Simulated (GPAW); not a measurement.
The Pd L₃ edge of atom 1 in TiPd (Pm-3m), with 8 Ti at 2.75 Å and 6 Pd at 3.18 Å (cube and octahedron, as in bcc, site symmetry m-3m), was computed in 2 ways: excited-electron core hole (neutral cell) and no core hole. Program and functional: GPAW, LDA, Gaussian full width 2.25 eV up to 4 eV, rising linearly to 3.5 eV at 25 eV; cells of 2 and 8 atoms (the run without a hole in the smaller).

Each run is counted from its own lowest empty level or Fermi level and scaled to a mean of 1 over its first 20 eV.

```csv
E (eV),run 1,run 2
-2.00,0.08,0.04
-1.25,0.39,0.19
-0.50,1.13,0.59
0.25,2.00,1.16
1.00,2.35,1.58
1.75,2.07,1.51
2.50,1.48,1.10
3.25,0.96,0.72
4.00,0.68,0.56
4.75,0.55,0.50
5.50,0.47,0.47
6.25,0.48,0.55
7.00,0.63,0.76
7.75,0.84,0.99
8.50,0.98,1.12
9.25,0.99,1.12
10.00,0.96,1.09
10.75,0.93,1.06
11.50,0.91,1.04
12.25,0.89,1.04
13.00,0.88,1.06
13.75,0.92,1.13
14.50,0.99,1.22
15.25,1.05,1.26
16.00,1.05,1.21
16.75,0.98,1.09
17.50,0.87,0.96
18.25,0.77,0.88
19.00,0.73,0.88
19.75,0.76,0.97
20.50,0.85,1.07
21.25,0.92,1.14
22.00,0.94,1.15
22.75,0.93,1.10
23.50,0.88,1.04
24.25,0.85,0.99
25.00,0.83,0.96
25.75,0.84,0.97
26.50,0.86,1.01
27.25,0.89,1.06
28.00,0.92,1.12
28.75,0.94,1.14
29.50,0.93,1.11
30.25,0.88,1.02
31.00,0.79,0.91
31.75,0.71,0.82
```

**Question.** Which run is which?

Run 1: no core hole (area from −2 to 6 eV 9.2, main maxima 1.0 eV (2.35), 9.0 eV (1.00), 15.6 eV (1.06) and 22.0 eV (0.94)). Run 2: excited-electron core hole (neutral cell) (area from −2 to 6 eV 6.4, main maxima 1.2 eV (1.61), 15.2 eV (1.26), 21.6 eV (1.15) and 28.8 eV (1.14)). With each curve scaled to its own mean, the area from −2 to 6 eV with the hole is 6.4 against 9.2, and the centre of weight from −1 to 20 eV moves by +1.4 eV (first and strongest maxima below 20 eV: 1.0 eV (2.35), 9.0 eV (1.00) and 15.6 eV (1.06) without the hole, 1.2 eV (1.61), 8.8 eV (1.13) and 15.2 eV (1.26) with it): the near-edge weight falls against the higher-lying part.

[Banner, clock and machine lines of the logs are left out without a mark of their own.]

[Logs are printed without paths, hosts, clocks, repeated set-up lines and the standing remarks that a program may print on its own settings, such as how far it seeks lower states.]

[Hosts, paths, dates, database ids (printed as entryN), source tags and the programs' standing remarks are cut or masked in the printed files.]

[Lists of maxima count a maximum above −3 eV only where it reaches 4 % of the highest in the window and stands out from its surroundings by 2 % of it (1.5 % where it reaches 55 %); shoulders and weaker maxima are passed over, and of the rest the first, up to two pre-edge ones and the few strongest are named.]
